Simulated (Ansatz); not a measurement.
G0W0 rungs for WSe2 (P6_3/mmc).

The database entry behind the starting cell differs from later determinations by our own check (a about 0.2 % long), so it need not match the best structure at ambient conditions.

```yaml
crystal:
  lattice:
    - [3.29000, 0.00000, 0.00000]
    - [-1.64500, 2.84922, 0.00000]
    - [0.00000, 0.00000, 12.97000]
  atoms:
    - { symbol: W, position: [0.33333, 0.66667, 0.25000] }
    - { symbol: W, position: [0.66667, 0.33333, 0.75000] }
    - { symbol: Se, position: [0.33333, 0.66667, 0.62100] }
    - { symbol: Se, position: [0.66667, 0.33333, 0.12100] }
    - { symbol: Se, position: [0.33333, 0.66667, 0.87900] }
    - { symbol: Se, position: [0.66667, 0.33333, 0.37900] }
```

The cell and positions come from the Crystallography Open Database and are kept as given unless a step says otherwise. Spin-orbit coupling is left out unless a run names it. PAW set soft_2, made with PBE.

Runs so far (Ansatz 0.2.0, start PBE, default PAW files, 6×6×2 mesh). Times are wall times on 1 × NVIDIA H100 80GB HBM3 (shared by 6 runs) with 3 threads of AMD EPYC 7R13 (Zen 3), shared host, good to a factor of about two.

| bands summed | cutoff (eV) | gap on the mesh (eV) | time |
| --- | --- | --- | --- |
| 174 | 60 | 1.186 | 16 s |
| 408 | 120 | 1.261 | 39 s |

Q: What should the next rung give, with 826 bands and screening to 200 eV, and where is the limit?

The error falls about as one over the bands when the cutoff rises with them. A line through the two highest rungs given predicts 1.289 eV; the run gave 1.295 eV, close to it. The two highest rungs put the limit near 1.329 eV, the pair below near 1.316 eV; their difference is a rough measure of what is unsettled in bands and cutoff; the mesh is a separate error.

Gaps are over the mesh's points; an edge off the mesh would be missed. Limits: not at the basis limit; no spin-orbit coupling; coarse k mesh.

[Paths, hosts, dates, memory and timing lines, banners, echoed tables and standing remarks are left out of the program output.]

[Logs are printed without paths, hosts, clocks, repeated set-up lines and the standing remarks that a program may print on its own settings, such as how far it seeks lower states.]

[Runs of the session that timed out or met a known fault of the program may be left out.]

[Cells called generated may have been cut or substituted from an entry of the Crystallography Open Database or the Materials Project.]

[Hosts, paths, dates, database ids (printed as entryN), source tags and the programs' standing remarks are cut or masked in the printed files.]
